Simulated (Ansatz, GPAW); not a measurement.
# Optical response of Li3SCl (model structure)

Aim: the dielectric function of Li3SCl (model structure), and the optical constants that follow from it. The structure is a model built here, which may or may not match a known phase. It was built so: All Br replaced by Cl and O replaced by S in the Pm-3m structure of Li3BrO. The cell is first relaxed with Ansatz.

Calculated with GPAW 26.7.0; DFT, PBE, plane-wave PAW (GPAW data sets), scalar-relativistic, RPA, optical limit.

**1. Starting point**

The structure is cubic, space group Pm-3m (No. 221). The conventional cell has a = 4.190 Å, b = 4.190 Å, c = 4.190 Å, α = 90.00°, β = 90.00°, γ = 90.00°. Cl has 12 Li at 2.96 Å nearest. S has 6 Li at 2.10 Å nearest. Nearest to Li lie 2 S at 2.10 Å and 4 Cl at 2.96 Å and 8 Li at 2.96 Å. All Br replaced by Cl and O replaced by S in the Pm-3m structure of Li3BrO. Farther neighbours and most contacts between anions are not listed.

**2. Relaxation**

The structure was built or cut out here, so it is relaxed before any spectrum is computed.

This step: DFT, PBE, plane-wave PAW, default files, scalar-relativistic, relaxation (Ansatz 0.2.0).

The input, input.yaml:

```yaml
crystal:
  lattice:
    - [4.19048842, 0.0, 0.0]
    - [0.0, 4.19048842, 0.0]
    - [0.0, 0.0, 4.19048842]
  atoms:
    - { symbol: Cl, position: [0.5, 0.5, 0.5] }
    - { symbol: S, position: [0.0, 0.0, 0.0] }
    - { symbol: Li, position: [0.0, 0.0, 0.5] }
    - { symbol: Li, position: [0.0, 0.5, 0.0] }
    - { symbol: Li, position: [0.5, 0.0, 0.0] }
kpoints:
  mp_grid: { grid: [5, 5, 5] }
scf:
  occupations: { method: fermi_dirac, width: 0.05 }
hamiltonian:
  xc: pbe
output:
  forces: true
  stress: true
relax:
  f_tol: 0.02
  max_steps: 50
  cell: {}
```

Launch:

```bash
$ ansatz run input.yaml --threads 1 --pin off --max-ram 4096MiB --backend cpu --events-out ev --progress --plain --runs-dir out
```

Numbers of over 12 decimals in the logs are rounded to 6 here.

Output:

```text
Engine: ansatz 0.2.0, aarch64-unknown-linux-gnu
Pseudopotentials: kind: paw
Pseudopotential: Cl, paw, valence charge 7, recommended cutoff 420 eV (normal), Cl.paw.azcp
Pseudopotential: S, paw, valence charge 6, recommended cutoff 420 eV (normal), S.paw.azcp
Pseudopotential: Li, paw, valence charge 3, recommended cutoff 420 eV (normal), Li.paw.azcp
Functional definition: PBE
  parameter kappa = 0.804
  parameter beta = 0.066725
  exchange = pbe_x(kappa = kappa, mu = beta*pi^2/3)
  correlation = pbe_c(beta = beta)
Crystal: 5 atoms, lattice volume = 73.586 Å³
Basis set: ecut = 420 eV, 1419 PW (Γ), exchange–correlation on 60×60×60 points (8 copies of the dense FFT grid, shifted against one another)
Bands: 16, of which v1, the nominal top of the filled ones, is band 11 counted from 1 (10 counted from 0)
Symmetry: 48 space group operations
Space group: Pm-3m (ITA 221), of the structure as read, at distance tolerance 4.2e-5 Å
k-points: 10 of 125
Non-local potential: Cl, projectors of the file, l = 0: 2, l = 1: 2, l = 2: 2
Non-local potential: S, projectors of the file, l = 0: 2, l = 1: 2, l = 2: 2
Non-local potential: Li, projectors of the file, l = 0: 3, l = 1: 2, l = 2: 1
PAW form: soft (Blöchl's): semilocal exchange-correlation on the pseudo side does not see the compensation charge
PAW one-centre angular grid: Cl, 110 points (default); XC on 64 Gauss nodes
PAW one-centre angular grid: S, 110 points (default); XC on 64 Gauss nodes
PAW one-centre angular grid: Li, 110 points (default); XC on 64 Gauss nodes
Initial density: superposition of atomic densities (neutral atoms: chi_scale 0, normalization atom), corrected by the library's trained network
Initial wavefunctions: pseudopotential atomic-orbital guess
Functional: x = pbe(κ = 0.804, μ = 0.219515), c = pbe(β = 0.066725)
SCF iter   1: F=—  HF=-2601.717055 eV  |F-HF|=—  |Δ(HF+E_count)|=         —  Δρ=1.82e-3  dr2=6.36e-3  ethr=1.77e-3  ⟨swp⟩=5.5  Hψ=826  notcnv=0
preconditioner: auto → Resta (q_TF=auto, 2.231 Å⁻¹)  ε∞=3.2  [insulator: Δε(μ)=4.271 eV  Ē_g=11.578 eV  σ=0.050 eV  W_gap=1.00  n_scr=18 (ndim 8)  ℏωp=17.3 eV  f_vac=0.000  D(μ)=0.00/eV (n_scr^D=0)  ε∞_Penn≈3.2]
SCF iter   2: F=—  HF=-2601.714081 eV  |F-HF|=—  |Δ(HF+E_count)|=   2.97e-3  Δρ=5.81e-4  dr2=5.92e-4  ethr=2.89e-5  ⟨swp⟩=1.8  Hψ=268  notcnv=0
SCF iter   3: F=—  HF=-2601.713917 eV  |F-HF|=—  |Δ(HF+E_count)|=   1.64e-4  Δρ=2.93e-4  dr2=1.04e-4  ethr=2.69e-6  ⟨swp⟩=2.0  Hψ=174  notcnv=0
SCF iter   4: F=—  HF=-2601.713911 eV  |F-HF|=—  |Δ(HF+E_count)|=   6.14e-6  Δρ=6.35e-5  dr2=2.96e-6  ethr=4.71e-7  ⟨swp⟩=2.3  Hψ=208  notcnv=0
SCF iter   5: F=—  HF=-2601.714130 eV  |F-HF|=—  |Δ(HF+E_count)|=   2.19e-4  Δρ=1.55e-5  dr2=1.62e-7  ethr=1.35e-8  ⟨swp⟩=2.0  Hψ=260  notcnv=0
SCF iter   6: F=-2601.714130 eV  HF=-2601.714130 eV  |F-HF|=1.92e-9  |Δ(HF+E_count)|=   1.46e-7  Δρ=2.02e-6  dr2=2.59e-9  ethr=4.55e-10  ⟨swp⟩=4.0  Hψ=495  notcnv=0
SCF 1 converged in 6 iterations: F = -2601.714130 eV  dr2 = 2.59e-9
  greatest PAW one-centre occupation: 1.000 electrons in one spin orbital (limit 2), on the Li atom at site 4 (counted from 0), in its partial waves of l = 0
relax step   1: F+E_penalty+E_count = -2601.71412994 eV  Δ(F+E_penalty+E_count) = +0.000e0 eV  max|allowed force component| = 6.968e-30 eV/Å  Δτ_max = 0.0000 Å  P = +13.501 GPa  Ω = 73.586 Å³  (6 SCF iters, dr2 threshold 1.00e-7 eV, accepted)
Crystal: 5 atoms, lattice volume = 83.167 Å³
Basis set: ecut = 420 eV, 1647 PW (Γ), exchange–correlation on 60×60×60 points (8 copies of the dense FFT grid, shifted against one another)
Initial density: handed on by an earlier stage of this run
Initial wavefunctions: those handed on with the density
iter 1 solved again at ethr=9.89e-4 eV; its pass at ethr=3.10e-3 eV (dr2=2.18e-1 eV) is discarded
SCF iter   1: F=—  HF=-2602.354242 eV  |F-HF|=—  |Δ(HF+E_count)|=         —  Δρ=9.09e-3  dr2=2.16e-1  ethr=9.89e-4  ⟨swp⟩=1.0  Hψ=1024  notcnv=0
preconditioner: auto → Resta (q_TF=auto, 2.186 Å⁻¹)  ε∞=3.1  [insulator: Δε(μ)=4.286 eV  Ē_g=11.158 eV  σ=0.050 eV  W_gap=1.00  n_scr=18 (ndim 8)  ℏωp=16.3 eV  f_vac=0.000  D(μ)=0.00/eV (n_scr^D=0)  ε∞_Penn≈3.1]
SCF iter   2: F=—  HF=-2602.283090 eV  |F-HF|=—  |Δ(HF+E_count)|=   7.12e-2  Δρ=3.24e-3  dr2=2.79e-2  ethr=9.83e-4  ⟨swp⟩=2.1  Hψ=238  notcnv=0
SCF iter   3: F=—  HF=-2602.272888 eV  |F-HF|=—  |Δ(HF+E_count)|=   1.02e-2  Δρ=1.67e-3  dr2=4.06e-3  ethr=1.27e-4  ⟨swp⟩=2.1  Hψ=278  notcnv=0  defer=9
SCF iter   4: F=—  HF=-2602.272065 eV  |F-HF|=—  |Δ(HF+E_count)|=   8.24e-4  Δρ=2.73e-4  dr2=6.69e-5  ethr=1.85e-5  ⟨swp⟩=2.5  Hψ=211  notcnv=0  defer=9
SCF iter   5: F=—  HF=-2602.272398 eV  |F-HF|=—  |Δ(HF+E_count)|=   3.33e-4  Δρ=7.55e-5  dr2=4.55e-6  ethr=3.04e-7  ⟨swp⟩=2.0  Hψ=231  notcnv=0  defer=9
SCF iter   6: F=-2602.272403 eV  HF=-2602.272402 eV  |F-HF|=2.73e-7  |Δ(HF+E_count)|=   4.57e-6  Δρ=1.32e-5  dr2=1.49e-7  ethr=2.27e-9  ⟨swp⟩=4.3  Hψ=510  notcnv=0
SCF 2 converged in 6 iterations: F = -2602.272403 eV  dr2 = 1.49e-7
relax step   2: F+E_penalty+E_count = -2602.27240256 eV  Δ(F+E_penalty+E_count) = -5.583e-1 eV  max|allowed force component| = 1.002e-29 eV/Å  Δτ_max = 0.0000 Å  P = +5.852 GPa  Ω = 83.167 Å³  energy of the carried Pulay correction = -1.113e-4 eV  (6 SCF iters, dr2 threshold 5.00e-7 eV, accepted)
Crystal: 5 atoms, lattice volume = 92.342 Å³
Basis set: ecut = 420 eV, 1839 PW (Γ), exchange–correlation on 60×60×60 points (8 copies of the dense FFT grid, shifted against one another)
iter 1 solved again at ethr=6.23e-4 eV; its pass at ethr=3.10e-3 eV (dr2=1.37e-1 eV) is discarded
SCF iter   1: F=—  HF=-2602.522802 eV  |F-HF|=—  |Δ(HF+E_count)|=         —  Δρ=6.73e-3  dr2=1.37e-1  ethr=6.23e-4  ⟨swp⟩=1.0  Hψ=1040  notcnv=0
preconditioner: auto → Resta (q_TF=auto, 2.148 Å⁻¹)  ε∞=3.1  [insulator: Δε(μ)=4.203 eV  Ē_g=10.775 eV  σ=0.050 eV  W_gap=1.00  n_scr=18 (ndim 8)  ℏωp=15.5 eV  f_vac=0.000  D(μ)=0.00/eV (n_scr^D=0)  ε∞_Penn≈3.1]
SCF iter   2: F=—  HF=-2602.477833 eV  |F-HF|=—  |Δ(HF+E_count)|=   4.50e-2  Δρ=2.43e-3  dr2=1.77e-2  ethr=6.23e-4  ⟨swp⟩=2.3  Hψ=246  notcnv=0
SCF iter   3: F=—  HF=-2602.471492 eV  |F-HF|=—  |Δ(HF+E_count)|=   6.34e-3  Δρ=1.28e-3  dr2=2.97e-3  ethr=8.03e-5  ⟨swp⟩=2.0  Hψ=257  notcnv=0  defer=5
SCF iter   4: F=—  HF=-2602.470897 eV  |F-HF|=—  |Δ(HF+E_count)|=   5.95e-4  Δρ=2.21e-4  dr2=4.88e-5  ethr=1.35e-5  ⟨swp⟩=2.6  Hψ=215  notcnv=0  defer=5
SCF iter   5: F=—  HF=-2602.471186 eV  |F-HF|=—  |Δ(HF+E_count)|=   2.89e-4  Δρ=5.86e-5  dr2=3.30e-6  ethr=2.22e-7  ⟨swp⟩=2.0  Hψ=252  notcnv=0  defer=5
SCF iter   6: F=-2602.471192 eV  HF=-2602.471192 eV  |F-HF|=2.37e-7  |Δ(HF+E_count)|=   5.45e-6  Δρ=1.13e-5  dr2=1.00e-7  ethr=2.27e-9  ⟨swp⟩=4.5  Hψ=510  notcnv=0
SCF 3 converged in 6 iterations: F = -2602.471192 eV  dr2 = 1.00e-7
relax step   3: F+E_penalty+E_count = -2602.47119205 eV  Δ(F+E_penalty+E_count) = -1.988e-1 eV  max|allowed force component| = 1.238e-30 eV/Å  Δτ_max = 0.0000 Å  P = +1.445 GPa  Ω = 92.342 Å³  energy of the carried Pulay correction = -2.059e-4 eV  (6 SCF iters, dr2 threshold 5.00e-7 eV, accepted)
[...]
relax step   4: F+E_penalty+E_count = -2602.48912553 eV  Δ(F+E_penalty+E_count) = -1.793e-2 eV  max|allowed force component| = 8.258e-31 eV/Å  Δτ_max = 0.0000 Å  P = +0.252 GPa  Ω = 95.804 Å³  energy of the carried Pulay correction = -2.390e-4 eV  (6 SCF iters, dr2 threshold 5.00e-7 eV, accepted)
[...]
relax step   5: F+E_penalty+E_count = -2602.48975538 eV  Δ(F+E_penalty+E_count) = -6.298e-4 eV  max|allowed force component| = 6.521e-30 eV/Å  Δτ_max = 0.0000 Å  P = +0.004 GPa  Ω = 96.605 Å³  energy of the carried Pulay correction = -2.465e-4 eV  (5 SCF iters, dr2 threshold 1.59e-7 eV, accepted)
[...]
relax step   6: F+E_penalty+E_count = -2602.49228736 eV  Δ(F+E_penalty+E_count) = -2.532e-3 eV  max|allowed force component| = 5.174e-30 eV/Å  Δτ_max = 0.0000 Å  P = +0.059 GPa  Ω = 96.605 Å³  stress off target by 5.87e-2 GPa  SCF on the basis re-selected at this cell (its energy is not comparable with the rows above)  (7 SCF iters)
[...]
relax step   7: F+E_penalty+E_count = -2602.49232164 eV  Δ(F+E_penalty+E_count) = -3.428e-5 eV  max|allowed force component| = 3.132e-30 eV/Å  Δτ_max = 0.0000 Å  P = +0.002 GPa  Ω = 96.796 Å³  energy of the carried Pulay correction = -1.924e-6 eV  (5 SCF iters, dr2 threshold 8.60e-9 eV, accepted)
iter 1 solved again at ethr=3.73e-7 eV; its pass at ethr=3.10e-3 eV (dr2=8.22e-5 eV) is discarded
SCF iter   1: F=—  HF=-2602.492461 eV  |F-HF|=—  |Δ(HF+E_count)|=         —  Δρ=4.99e-6  dr2=1.76e-8  ethr=3.73e-7  ⟨swp⟩=3.1  Hψ=1243  notcnv=0
eigensolver tolerance schedule: the retry pair's looser diagonalisation over-reported the residual by 4674.84 of it (diagonalisation noise at 1.29 of the residual, at the tolerance the schedule requests for it); recorded, not acted on — ethr = c·dr2/N_el stays at c = 1.0e-1
preconditioner: auto → Resta (q_TF=auto, 2.131 Å⁻¹)  ε∞=3.1  [insulator: Δε(μ)=4.126 eV  Ē_g=10.544 eV  σ=0.050 eV  W_gap=1.00  n_scr=18 (ndim 8)  ℏωp=15.1 eV  f_vac=0.000  D(μ)=0.00/eV (n_scr^D=0)  ε∞_Penn≈3.1]
SCF iter   2: F=—  HF=-2602.492324 eV  |F-HF|=—  |Δ(HF+E_count)|=   1.37e-4  Δρ=2.63e-6  dr2=7.25e-9  ethr=7.99e-11  ⟨swp⟩=3.0  Hψ=365  notcnv=0
SCF iter   3: F=—  HF=-2602.492324 eV  |F-HF|=—  |Δ(HF+E_count)|=  8.96e-10  Δρ=1.63e-6  dr2=2.41e-9  ethr=3.30e-11  ⟨swp⟩=1.2  Hψ=168  notcnv=0
SCF iter   4: F=—  HF=-2602.492324 eV  |F-HF|=—  |Δ(HF+E_count)|=   1.64e-9  Δρ=5.00e-7  dr2=1.45e-10  ethr=1.10e-11  ⟨swp⟩=2.0  Hψ=230  notcnv=0
SCF iter   5: F=-2602.492324 eV  HF=-2602.492324 eV  |F-HF|=4.55e-12  |Δ(HF+E_count)|=  3.37e-10  Δρ=8.67e-8  dr2=1.05e-11  ethr=1.00e-12  ⟨swp⟩=4.0  Hψ=490  notcnv=0
SCF 8 converged in 5 iterations: F = -2602.492324 eV  dr2 = 1.05e-11
relax step   8: F+E_penalty+E_count = -2602.49232380 eV  Δ(F+E_penalty+E_count) = -2.153e-6 eV  max|allowed force component| = 4.884e-30 eV/Å  Δτ_max = 0.0000 Å  P = +0.002 GPa  Ω = 96.796 Å³  stress off target by 2.07e-3 GPa  SCF on the basis re-selected at this cell (its energy is not comparable with the rows above)  (5 SCF iters)
basis re-selected at this cell: Δ(F+E_penalty+E_count) = -2.153e-6 eV, ΔP = -0.000 GPa vs the last step (what re-selecting the basis moved, of the pressure what is left beyond the Pulay correction that the steps carried, after the strain that the cell walked since its last selection, with what the two solves' SCF thresholds leave and, on support functions, any second-order correction that the steps lacked; it is no m [...]
SCF converged after 5 iterations
Free energy (F): -2602.492324 eV
Harris-Foulkes:  -2602.492324 eV  (|F-HF|=4.55e-12)
Internal energy: -2602.492324 eV  (E = F + TS)
E sigma→0 (E₀):  -2602.492324 eV
Fermi energy:    2.906118 eV
--- Per-component energies (eV) ---
  E_band       = -306.388138
  E_kinetic    = 334.830008
  E_local      = -792.802637  (includes V_loc(G=0)·N_el)
  E_nonlocal   = -42.779710
  E_hartree    = 243.631277
  E_xc         = -237.987514
  E_vxc        = -252.877979  (∫ρ·V_xc dr)
  E_paw        = -1322.787272  (= ΣΔE_a)
  E_vpaw       = -40.020520  (= ΣTr[D̂ρ^β])
  E_aug_tail   = 0.000137  (compensation charges beyond the density's cutoff)
  E_ewald      = -784.596613
  E_smearing   = -0.000000  (= −TS)
  E_closure    = -0.000000  (closes the sum)
  Σ components = -2602.492324   (vs F -2602.492324, Δ=0.00e0)
--- Forces (eV/Å), atoms counted from 1 ---
  atom   1  Cl     0.00000000     0.00000000     0.00000000
  atom   2  S      0.00000000    -0.00000000    -0.00000000
  atom   3  Li    -0.00000000    -0.00000000     0.00000000
  atom   4  Li     0.00000000     0.00000000    -0.00000000
  atom   5  Li    -0.00000000     0.00000000     0.00000000
  max |Σ_I F_I| component: 7.13e-30 eV/Å
--- Stress (GPa, compression-positive) ---
        0.002072      -0.000000       0.000000
       -0.000000       0.002072       0.000000
        0.000000       0.000000       0.002072
  P = ⅓ Tr σ = 0.0021 GPa (0.021 kbar)
--- Relaxed structure (6 steps of the walk, 6 accepted, 2 SCFs on fresh bases) ---
  F+E_penalty+E_count = -2602.49232380 eV   max|allowed force component| = 4.884e-30 eV/Å   (the final SCF, on the basis selected at the relaxed cell)
  cell:  # Å, volume = 96.7965 Å³
    - [4.591485, 0, 0]
    - [0, 4.591485, 0]
    - [0, 0, 4.591485]
  atoms:
    - { symbol: Cl, position: [0.500000, 0.500000, 0.500000] }
    - { symbol: S, position: [0, 0, 0] }
    - { symbol: Li, position: [0, 0, 0.500000] }
    - { symbol: Li, position: [0, 0.500000, 0] }
    - { symbol: Li, position: [0.500000, 0, 0] }
```

Run time: 6.2 s. Hardware: 1 thread of Arm Neoverse V2, shared host; peak memory 0.32 GiB.

Step by step:

| step | energy less that of the first step (eV) | largest force component (eV/Å) | pressure (GPa) | volume (Å³) |
| --- | --- | --- | --- | --- |
| 1 | 0.0000 | 0.0000 | 13.50 | 73.59 |
| 2 | -0.5583 | 0.0000 | 5.85 | 83.17 |
| 3 | -0.7571 | 0.0000 | 1.45 | 92.34 |
| 4 | -0.7750 | 0.0000 | 0.25 | 95.80 |
| 5 | -0.7756 | 0.0000 | 0.00 | 96.61 |
| 6* | -0.7782 | 0.0000 | 0.06 | 96.61 |
| 7 | -0.7782 | 0.0000 | 0.00 | 96.80 |
| 8* | -0.7782 | 0.0000 | 0.00 | 96.80 |

Relaxation steps marked * repeat the geometry before them on a plane-wave basis chosen anew for their cell, so energy and pressure can jump there.

The run keeps the 48 symmetry operations that it works with, so distortions that break them were not tested.

| conventional cell, symmetrised | before | after | change |
| --- | --- | --- | --- |
| a (Å) | 4.190 | 4.591 | +9.6 % |
| b (Å) | 4.190 | 4.591 | +9.6 % |
| c (Å) | 4.190 | 4.591 | +9.6 % |
| volume (Å³/atom) | 14.72 | 19.36 | +31.5 % |

The relaxed structure:

```cif
data_structure
_symmetry_space_group_name_H-M 'P 1'
_symmetry_Int_Tables_number 1
_cell_length_a 4.5915
_cell_length_b 4.5915
_cell_length_c 4.5915
_cell_angle_alpha 90.000
_cell_angle_beta 90.000
_cell_angle_gamma 90.000
_cell_volume 96.80
loop_
_atom_site_label
_atom_site_type_symbol
_atom_site_fract_x
_atom_site_fract_y
_atom_site_fract_z
_atom_site_occupancy
Cl1 Cl 0.50000 0.50000 0.50000 1
S2 S 0.00000 0.00000 0.00000 1
Li3 Li 0.00000 0.00000 0.50000 1
Li4 Li 0.00000 0.50000 0.00000 1
Li5 Li 0.50000 0.00000 0.00000 1
```

The relaxation ends with a pressure of 0.00 GPa.

[end of part 1 of 3]

[Machine, clock and banner lines and Python warnings are left out of the logs.]

[Logs are printed without paths, hosts, clocks, repeated set-up lines and the standing remarks that a program may print on its own settings, such as how far it seeks lower states.]

[Hosts, paths, dates, database ids (printed as entryN), source tags and the programs' standing remarks are cut or masked in the printed files.]
